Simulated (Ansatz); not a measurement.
# Resistivity from frozen vibrations: Zn(0001) with 2 thermally displaced layers, 2x2, part 2 of 2

Wanted: the phonon-limited resistivity of Zn at 180 K by the Landauer route.

Ansatz 0.2.0; Ansatz plane-wave DFT, PBE, PAW files; ballistic transport by layer matching (Landauer), zero bias; PAW set soft_1.

So far. Step 2 (With 2 displaced layers): Over the solved energies the transmission per spin lies between 2.75 and 2.95, out of 2.89 channels of the lead on average (up to 3.01).

## (3) With 6 displaced layers

Each atom of 6 layers is moved at random, by amounts drawn from a normal law 0.0639 Å wide in each direction from the Debye model (327 K) at 180 K. A fresh draw is used; the growth of the resistance with length is what counts.

System of this step: Zn(0001) with 6 thermally displaced layers, 2x2. The cell holds 64 atoms: 64 Zn. Its edges and angles: a = 5.330 Å, b = 5.330 Å, c = 39.574 Å, α = 90.0°, β = 90.0°, γ = 120.0°. It derives from Zn. Regions: lead, 40 atoms (40 Zn); scattering region, 24 atoms (24 Zn). The structure is stacked along c, and the current runs across the ab planes.

Input file input.yaml:

```yaml
crystal:
  lattice:
    - [5.3296, 0.0, 0.0]
    - [-2.6648, 4.615568992, 0.0]
    - [0.0, 0.0, 39.5736]
  atoms:
    - { symbol: Zn, position: [0.1666666667, 0.3333333333, 0.03125] }
    - { symbol: Zn, position: [0.1666666667, 0.8333333333, 0.03125] }
    - { symbol: Zn, position: [0.6666666667, 0.3333333333, 0.03125] }
    - { symbol: Zn, position: [0.6666666667, 0.8333333333, 0.03125] }
    - { symbol: Zn, position: [0.3333333333, 0.1666666667, 0.09375] }
    - { symbol: Zn, position: [0.3333333333, 0.6666666667, 0.09375] }
    - { symbol: Zn, position: [0.8333333333, 0.1666666667, 0.09375] }
    - { symbol: Zn, position: [0.8333333333, 0.6666666667, 0.09375] }
    - { symbol: Zn, position: [0.1666666667, 0.3333333333, 0.15625] }
    - { symbol: Zn, position: [0.1666666667, 0.8333333333, 0.15625] }
    - { symbol: Zn, position: [0.6666666667, 0.3333333333, 0.15625] }
    - { symbol: Zn, position: [0.6666666667, 0.8333333333, 0.15625] }
    - { symbol: Zn, position: [0.3333333333, 0.1666666667, 0.21875] }
    - { symbol: Zn, position: [0.3333333333, 0.6666666667, 0.21875] }
    - { symbol: Zn, position: [0.8333333333, 0.1666666667, 0.21875] }
    - { symbol: Zn, position: [0.8333333333, 0.6666666667, 0.21875] }
    - { symbol: Zn, position: [0.1666666667, 0.3333333333, 0.28125] }
    - { symbol: Zn, position: [0.1666666667, 0.8333333333, 0.28125] }
    - { symbol: Zn, position: [0.6666666667, 0.3333333333, 0.28125] }
    - { symbol: Zn, position: [0.6666666667, 0.8333333333, 0.28125] }
    - { symbol: Zn, position: [0.3448114044, 0.1679676496, 0.3425499837] }
    - { symbol: Zn, position: [0.3191198713, 0.6603324583, 0.3441053975] }
    - { symbol: Zn, position: [0.8197862988, 0.1637720044, 0.343493009] }
    - { symbol: Zn, position: [0.841300335, 0.6696372127, 0.3443235756] }
    - { symbol: Zn, position: [0.1579340754, 0.3315396837, 0.4075153454] }
    - { symbol: Zn, position: [0.1758528478, 0.8159098387, 0.4086934903] }
    - { symbol: Zn, position: [0.688202286, 0.3441454592, 0.4066768344] }
    - { symbol: Zn, position: [0.6729928402, 0.8535100556, 0.4094138794] }
    - { symbol: Zn, position: [0.3640243972, 0.1848656426, 0.4693268161] }
    - { symbol: Zn, position: [0.3188214982, 0.6666050284, 0.4698095581] }
    - { symbol: Zn, position: [0.8206269844, 0.172134537, 0.4694438049] }
    - { symbol: Zn, position: [0.8334818432, 0.650280329, 0.4676820045] }
    - { symbol: Zn, position: [0.1533421239, 0.3171451075, 0.5340573597] }
    - { symbol: Zn, position: [0.162999669, 0.8378857577, 0.5308326609] }
    - { symbol: Zn, position: [0.6947795582, 0.351605061, 0.5322722384] }
    - { symbol: Zn, position: [0.6406188456, 0.8340533328, 0.5323534774] }
    - { symbol: Zn, position: [0.3410898127, 0.1581158011, 0.5966907472] }
    - { symbol: Zn, position: [0.3129314585, 0.6575121551, 0.5952591814] }
    - { symbol: Zn, position: [0.8477762134, 0.1943766432, 0.5940542721] }
    - { symbol: Zn, position: [0.8231324162, 0.6614417792, 0.5919888776] }
    - { symbol: Zn, position: [0.1557163456, 0.3420572408, 0.6571880083] }
    - { symbol: Zn, position: [0.1769599416, 0.8228907713, 0.6589762388] }
    - { symbol: Zn, position: [0.6741161595, 0.3551206776, 0.6555514787] }
    - { symbol: Zn, position: [0.6595806341, 0.8367899716, 0.6579147771] }
    - { symbol: Zn, position: [0.3333333333, 0.1666666667, 0.71875] }
    - { symbol: Zn, position: [0.3333333333, 0.6666666667, 0.71875] }
    - { symbol: Zn, position: [0.8333333333, 0.1666666667, 0.71875] }
    - { symbol: Zn, position: [0.8333333333, 0.6666666667, 0.71875] }
    - { symbol: Zn, position: [0.1666666667, 0.3333333333, 0.78125] }
    - { symbol: Zn, position: [0.1666666667, 0.8333333333, 0.78125] }
    - { symbol: Zn, position: [0.6666666667, 0.3333333333, 0.78125] }
    - { symbol: Zn, position: [0.6666666667, 0.8333333333, 0.78125] }
    - { symbol: Zn, position: [0.3333333333, 0.1666666667, 0.84375] }
    - { symbol: Zn, position: [0.3333333333, 0.6666666667, 0.84375] }
    - { symbol: Zn, position: [0.8333333333, 0.1666666667, 0.84375] }
    - { symbol: Zn, position: [0.8333333333, 0.6666666667, 0.84375] }
    - { symbol: Zn, position: [0.1666666667, 0.3333333333, 0.90625] }
    - { symbol: Zn, position: [0.1666666667, 0.8333333333, 0.90625] }
    - { symbol: Zn, position: [0.6666666667, 0.3333333333, 0.90625] }
    - { symbol: Zn, position: [0.6666666667, 0.8333333333, 0.90625] }
    - { symbol: Zn, position: [0.3333333333, 0.1666666667, 0.96875] }
    - { symbol: Zn, position: [0.3333333333, 0.6666666667, 0.96875] }
    - { symbol: Zn, position: [0.8333333333, 0.1666666667, 0.96875] }
    - { symbol: Zn, position: [0.8333333333, 0.6666666667, 0.96875] }
kpoints:
  mp_grid: { grid: [5, 5, 1] }
hamiltonian:
  xc: pbe
  pseudopotentials: { kind: paw, azcp: { folder: soft_1 } }
scf:
  occupations: { method: fermi_dirac, width: 0.1 }
output:
  transmission:
    leads: [[0, 8]]
    kmesh: [10, 10]
    e_range: [-0.05, 0.05]
    de: 0.05
  write_potential: true
  write_density: true
  volumetric_format: npy
```

Command:

```
ansatz run input.yaml --threads 4 --pin off --max-ram 15360MiB --backend cpu --events-out ev --progress --plain --runs-dir out
```

Numbers of over 12 decimals in the logs are rounded to 6 here.

The program printed:

```text
[...]
Crystal: 64 atoms, lattice volume = 973.476 Å³
Basis set: ecut = 420 eV, 18967 PW (Γ)
Bands: 461, of which v1, the nominal top of the filled ones, is band 384 counted from 1 (383 counted from 0)
Symmetry: 1 space group operations
[...]
k-points: 13 of 25 (time reversal used)
[...]
SCF iter   1: F=—  HF=-212425.212627 eV  |F-HF|=—  |Δ(HF+E_count)|=         —  Δρ=5.58e-2  dr2=2.44e1  ethr=3.10e-3  ⟨swp⟩=6.0  Hψ=25849  notcnv=0  defer=262
[...]
SCF iter  13: F=-212418.479323 eV  HF=-212418.479323 eV  |F-HF|=3.20e-8  |Δ(HF+E_count)|=   3.29e-8  Δρ=1.66e-6  dr2=2.86e-8  ethr=1.30e-11  ⟨swp⟩=11.5  Hψ=24486  notcnv=0
SCF 1 converged in 13 iterations: F = -212418.479323 eV  dr2 = 2.86e-8
[...]
transmission: 321 of 3172 steps passed
transmission: 642 of 3172 steps passed
[...]
transmission: 3172 of 3172 steps passed
SCF converged after 13 iterations
Free energy (F): -212418.479323 eV
[...]
Internal energy: -212418.257625 eV  (E = F + TS)
E sigma→0 (E₀):  -212418.368474 eV
Entropy (-TS):   -0.221698 eV (-3.464 meV/atom)
Fermi energy:    11.072803 eV
[...]
--- Band table (eV; the first three rows and the last of 13) ---
  k-point 0: bands = [... 380 lower, 9.1433, 9.1599, 9.1961, 9.2645, 9.3155, 9.4141, 9.4365, 11.0803, ... 73 higher]
  k-point 1: bands = [... 380 lower, 10.2486, 10.2589, 10.2719, 10.2956, 10.3392, 10.3532, 11.0307, 11.5127, ... 73 higher]
  k-point 2: bands = [... 380 lower, 10.5307, 10.7131, 11.3368, 11.3615, 11.3655, 11.3891, 11.9467, 11.9640, ... 73 higher]
  k-point 12: bands = [... 380 lower, 10.1904, 10.2422, 10.2473, 10.3627, 10.3698, 10.6808, 10.7351, 11.7297, ... 73 higher]
--- Transmission ---
  basis      : 211 plane waves across, 61 finite elements along
  points     : 52, standing for a mesh of 10 x 10
[...]
channels       : 2.710000e0 a spin
[...]
junction   : crystal 0 to crystal 0, 0.70 to 35.32 Å
    transmission   : 2.616491e0 a spin
[...]
```

Elapsed: 21 min, on 4 threads of Arm Neoverse V1, shared host; peak memory 9 GiB; 77 min of CPU time.

This step gave:

```
free energy                                    : -212418.4793 eV
energy at zero smearing                        : -212418.3685 eV
Fermi energy                                   : 11.07 eV
transmission per spin nearest the Fermi level  : 2.616
open channels per spin nearest the Fermi level : 2.71
step of the lead's potential                   : 8 meV
```

Per spin. Transmission, zone mean against energy, zero at the Fermi level:

```csv
energy (eV),"transmission, zone mean"
-0.0500,2.62
0.0000,2.62
0.0500,2.59
```

Over the solved energies the transmission per spin lies between 2.59 and 2.62, out of 2.75 channels of the lead on average (up to 2.77).

## (4) With 10 displaced layers

Each atom of 10 layers is moved at random, by amounts drawn from a normal law 0.0639 Å wide in each direction from the Debye model (327 K) at 180 K. A fresh draw is used; the growth of the resistance with length is what counts.

System of this step: Zn(0001) with 10 thermally displaced layers, 2x2. The cell holds 80 atoms: 80 Zn. Cell: a = 5.330 Å, b = 5.330 Å, c = 49.467 Å, α = 90.0°, β = 90.0°, γ = 120.0°. It derives from Zn. Regions: lead, 40 atoms (40 Zn); scattering region, 40 atoms (40 Zn). The structure is stacked along c, and the current runs across the ab planes.

Input file input.yaml:

```yaml
crystal:
  lattice:
    - [5.3296, 0.0, 0.0]
    - [-2.6648, 4.615568992, 0.0]
    - [0.0, 0.0, 49.467]
  atoms:
    - { symbol: Zn, position: [0.1666666667, 0.3333333333, 0.025] }
    - { symbol: Zn, position: [0.1666666667, 0.8333333333, 0.025] }
    - { symbol: Zn, position: [0.6666666667, 0.3333333333, 0.025] }
    - { symbol: Zn, position: [0.6666666667, 0.8333333333, 0.025] }
    - { symbol: Zn, position: [0.3333333333, 0.1666666667, 0.075] }
    - { symbol: Zn, position: [0.3333333333, 0.6666666667, 0.075] }
    - { symbol: Zn, position: [0.8333333333, 0.1666666667, 0.075] }
    - { symbol: Zn, position: [0.8333333333, 0.6666666667, 0.075] }
    - { symbol: Zn, position: [0.1666666667, 0.3333333333, 0.125] }
    - { symbol: Zn, position: [0.1666666667, 0.8333333333, 0.125] }
    - { symbol: Zn, position: [0.6666666667, 0.3333333333, 0.125] }
    - { symbol: Zn, position: [0.6666666667, 0.8333333333, 0.125] }
    - { symbol: Zn, position: [0.3333333333, 0.1666666667, 0.175] }
    - { symbol: Zn, position: [0.3333333333, 0.6666666667, 0.175] }
    - { symbol: Zn, position: [0.8333333333, 0.1666666667, 0.175] }
    - { symbol: Zn, position: [0.8333333333, 0.6666666667, 0.175] }
    - { symbol: Zn, position: [0.1666666667, 0.3333333333, 0.225] }
    - { symbol: Zn, position: [0.1666666667, 0.8333333333, 0.225] }
    - { symbol: Zn, position: [0.6666666667, 0.3333333333, 0.225] }
    - { symbol: Zn, position: [0.6666666667, 0.8333333333, 0.225] }
    - { symbol: Zn, position: [0.3312115413, 0.158563865, 0.2732682048] }
    - { symbol: Zn, position: [0.3200150771, 0.6736230098, 0.2762779266] }
    - { symbol: Zn, position: [0.8239305922, 0.1517991401, 0.27612728] }
    - { symbol: Zn, position: [0.8130546627, 0.6567989213, 0.275801864] }
    - { symbol: Zn, position: [0.1423733712, 0.3386800833, 0.32424898] }
    - { symbol: Zn, position: [0.1674525268, 0.8322857428, 0.325260972] }
    - { symbol: Zn, position: [0.6697386004, 0.322838684, 0.326834785] }
    - { symbol: Zn, position: [0.6812064596, 0.8450092716, 0.3265040831] }
    - { symbol: Zn, position: [0.3486124965, 0.1783473933, 0.3750976072] }
    - { symbol: Zn, position: [0.3152998486, 0.664797854, 0.3740063956] }
    - { symbol: Zn, position: [0.8180708681, 0.1702432484, 0.3742658837] }
    - { symbol: Zn, position: [0.8137749585, 0.6522331656, 0.3753465826] }
    - { symbol: Zn, position: [0.1801155172, 0.351634073, 0.4249820333] }
    - { symbol: Zn, position: [0.1888551017, 0.8527384818, 0.4264851044] }
    - { symbol: Zn, position: [0.6468213649, 0.3503363912, 0.4254385205] }
    - { symbol: Zn, position: [0.6743139298, 0.8384705393, 0.4254942196] }
    - { symbol: Zn, position: [0.3346779333, 0.1616998687, 0.472544591] }
    - { symbol: Zn, position: [0.326466857, 0.655544277, 0.4763947169] }
    - { symbol: Zn, position: [0.830450214, 0.1678218348, 0.473902981] }
    - { symbol: Zn, position: [0.8271340118, 0.6665070672, 0.4730820699] }
    - { symbol: Zn, position: [0.1695362709, 0.3318654595, 0.5234689877] }
    - { symbol: Zn, position: [0.1414751199, 0.8404331712, 0.5246157568] }
    - { symbol: Zn, position: [0.6586808103, 0.3300653232, 0.5273454504] }
    - { symbol: Zn, position: [0.6666691676, 0.8345320082, 0.5230798779] }
    - { symbol: Zn, position: [0.3594240594, 0.1793632631, 0.5763776361] }
    - { symbol: Zn, position: [0.3402471972, 0.679351733, 0.57547897] }
    - { symbol: Zn, position: [0.8396290019, 0.1645605545, 0.5730969024] }
    - { symbol: Zn, position: [0.8322751662, 0.6398898565, 0.5746901916] }
    - { symbol: Zn, position: [0.1569998049, 0.3189017827, 0.6257916702] }
    - { symbol: Zn, position: [0.1612430418, 0.8272877601, 0.6256712244] }
    - { symbol: Zn, position: [0.6705657897, 0.3525546403, 0.625453802] }
    - { symbol: Zn, position: [0.6475292631, 0.8064277518, 0.6233114171] }
    - { symbol: Zn, position: [0.3460082457, 0.1659663857, 0.6746344263] }
    - { symbol: Zn, position: [0.3441518473, 0.6489168104, 0.6742437933] }
    - { symbol: Zn, position: [0.8317266318, 0.1747806561, 0.6741432373] }
    - { symbol: Zn, position: [0.8148754905, 0.6444539135, 0.6759417426] }
    - { symbol: Zn, position: [0.1730316374, 0.3267410254, 0.725210906] }
    - { symbol: Zn, position: [0.1479104558, 0.8268041784, 0.7267792229] }
    - { symbol: Zn, position: [0.6842792285, 0.3653051447, 0.7239835695] }
    - { symbol: Zn, position: [0.6722683003, 0.8306278389, 0.7257305892] }
    - { symbol: Zn, position: [0.3333333333, 0.1666666667, 0.775] }
    - { symbol: Zn, position: [0.3333333333, 0.6666666667, 0.775] }
    - { symbol: Zn, position: [0.8333333333, 0.1666666667, 0.775] }
    - { symbol: Zn, position: [0.8333333333, 0.6666666667, 0.775] }
    - { symbol: Zn, position: [0.1666666667, 0.3333333333, 0.825] }
    - { symbol: Zn, position: [0.1666666667, 0.8333333333, 0.825] }
    - { symbol: Zn, position: [0.6666666667, 0.3333333333, 0.825] }
    - { symbol: Zn, position: [0.6666666667, 0.8333333333, 0.825] }
    - { symbol: Zn, position: [0.3333333333, 0.1666666667, 0.875] }
    - { symbol: Zn, position: [0.3333333333, 0.6666666667, 0.875] }
    - { symbol: Zn, position: [0.8333333333, 0.1666666667, 0.875] }
    - { symbol: Zn, position: [0.8333333333, 0.6666666667, 0.875] }
    - { symbol: Zn, position: [0.1666666667, 0.3333333333, 0.925] }
    - { symbol: Zn, position: [0.1666666667, 0.8333333333, 0.925] }
    - { symbol: Zn, position: [0.6666666667, 0.3333333333, 0.925] }
    - { symbol: Zn, position: [0.6666666667, 0.8333333333, 0.925] }
    - { symbol: Zn, position: [0.3333333333, 0.1666666667, 0.975] }
    - { symbol: Zn, position: [0.3333333333, 0.6666666667, 0.975] }
    - { symbol: Zn, position: [0.8333333333, 0.1666666667, 0.975] }
    - { symbol: Zn, position: [0.8333333333, 0.6666666667, 0.975] }
kpoints:
  mp_grid: { grid: [5, 5, 1] }
hamiltonian:
  xc: pbe
  pseudopotentials: { kind: paw, azcp: { folder: soft_1 } }
scf:
  occupations: { method: fermi_dirac, width: 0.1 }
output:
  transmission:
    leads: [[0, 8]]
    kmesh: [10, 10]
    e_range: [-0.05, 0.05]
    de: 0.05
  write_potential: true
  write_density: true
  volumetric_format: npy
```

The program printed:

```text
[...]
Crystal: 80 atoms, lattice volume = 1216.845 Å³
Basis set: ecut = 420 eV, 23715 PW (Γ)
Bands: 576, of which v1, the nominal top of the filled ones, is band 480 counted from 1 (479 counted from 0)
Symmetry: 1 space group operations
[...]
k-points: 13 of 25 (time reversal used)
[...]
SCF iter   1: F=—  HF=-265531.191021 eV  |F-HF|=—  |Δ(HF+E_count)|=         —  Δρ=5.59e-2  dr2=3.06e1  ethr=3.10e-3  ⟨swp⟩=5.8  Hψ=32444  notcnv=0  defer=293
[...]
SCF iter  13: F=-265522.742394 eV  HF=-265522.742394 eV  |F-HF|=6.67e-8  |Δ(HF+E_count)|=   2.05e-8  Δρ=1.55e-6  dr2=5.77e-8  ethr=1.04e-11  ⟨swp⟩=12.8  Hψ=34369  notcnv=0
SCF 1 converged in 13 iterations: F = -265522.742394 eV  dr2 = 5.77e-8
[...]
transmission: 398 of 3952 steps passed
transmission: 794 of 3952 steps passed
[...]
transmission: 3952 of 3952 steps passed
SCF converged after 13 iterations
Free energy (F): -265522.742394 eV
[...]
Internal energy: -265522.372736 eV  (E = F + TS)
E sigma→0 (E₀):  -265522.557565 eV
Entropy (-TS):   -0.369658 eV (-4.621 meV/atom)
Fermi energy:    10.966787 eV
[...]
--- Band table (eV; the first three rows and the last of 13) ---
  k-point 0: bands = [... 476 lower, 9.1779, 9.1904, 9.2152, 9.2193, 9.2510, 9.2658, 9.3383, 10.4802, ... 92 higher]
  k-point 1: bands = [... 476 lower, 10.2538, 10.2604, 10.3000, 10.3478, 10.5497, 10.5559, 10.7663, 10.7884, ... 92 higher]
  k-point 2: bands = [... 476 lower, 10.6830, 10.7189, 11.5288, 11.5477, 11.5777, 11.5939, 11.6162, 11.6228, ... 92 higher]
  k-point 12: bands = [... 476 lower, 10.1713, 10.2426, 10.2605, 10.3581, 10.3609, 10.6833, 10.7382, 11.3303, ... 92 higher]
--- Transmission ---
  basis      : 211 plane waves across, 76 finite elements along
  points     : 52, standing for a mesh of 10 x 10
[...]
channels       : 3.010000e0 a spin
[...]
junction   : crystal 0 to crystal 0, 0.70 to 45.22 Å
    transmission   : 2.698933e0 a spin
[...]
```

It took 31 min on 4 threads; peak memory 9.5 GiB; 2 h of CPU time.

Numbers from this step:

```yaml
free_energy: -265522.7424 eV
energy_at_zero_smearing: -265522.5576 eV
fermi_energy: 10.97 eV
transmission_per_spin_nearest_the_fermi_level: 2.699
open_channels_per_spin_nearest_the_fermi_level: 3.01
step_of_the_lead_s_potential: 2.4 meV
```

Per spin. Transmission, zone mean against energy, zero at the Fermi level:

```csv
energy (eV),"transmission, zone mean"
-0.0500,2.65
0.0000,2.70
0.0500,2.61
```

Over the solved energies the transmission per spin lies between 2.61 and 2.70, out of 2.85 channels of the lead on average (up to 3.01).

## (5) The fit

This step: Ansatz plane-wave DFT, PBE, PAW files; ballistic transport by layer matching (Landauer), zero bias; resistivity from the slope of the area resistance; PAW set soft_1 (Ansatz 0.2.0).

This step gave:

- resistivity: 3.528 µΩ cm
- intercept: 8.69e-4 fΩ m²
- scatter about the fit: 0.005888 fΩ m²

Resistance, by row:

```csv
run,length (Å),T,channels N,RA (fΩ m²)
n2,4.947,2.853,2.89,0.01415
n6,14.84,2.611,2.75,0.06154
n10,24.73,2.65,2.85,0.08395
```

Table of area resistance by length of the displaced region:

```csv
length of the displaced region (Å),area resistance (fΩ m²)
4.95,0.0142
14.84,0.0615
24.73,0.0840
```

The area resistance goes from 0.014 to 0.084 fΩ m² between 4.9 and 24.7 Å, a slope of 3.5 µΩ cm.

By hand from the end points: (0.08395 − 0.01415) fΩ m² / (24.73 − 4.95) Å = 3.5 µΩ cm, since 1 fΩ m² per Å is 1000 µΩ cm.

## (6) What came out

| Item | Value |
| --- | --- |
| resistivity from the slope | 3.53 µΩ cm |
| area resistance over 4.95 Å | 0.0142 fΩ m² |
| area resistance over 14.8 Å | 0.0615 fΩ m² |
| area resistance over 24.7 Å | 0.0840 fΩ m² |

What this shows: The slope gives 3.5 µΩ cm. The points scatter by 0.0059 fΩ m² about the line, with one random draw a length in a 2x2 cell, so the slope is a rough value. The mean square of the displacements drawn is 0.73, 0.99 and 0.93 of the nominal one at the three lengths; with each resistance scaled back by that, the slope is 3.6 µΩ cm, the value used below. The lead's own channel count moves between the runs (2.89, 2.75 and 2.85), which shifts RA and the slope too. Read with a model of isotropic scattering on a spherical Fermi surface and the lead's 0.91×10¹⁵ S/m², this slope means a mean free path near 278 Å; over these lengths the model's slope is 1.22 times its bulk resistivity, which would be 3.0 µΩ cm. Uncorrelated displacements put too much weight on short waves, which scatter strongly; with the sideways repeat of a small cell, one draw and three short lengths, the method is good to a factor of two or three.

[Logs are printed without paths, hosts, clocks, repeated set-up lines and the standing remarks that a program may print on its own settings, such as how far it seeks lower states.]

[Hosts, paths, dates, database ids (printed as entryN), source tags and the programs' standing remarks are cut or masked in the printed files.]
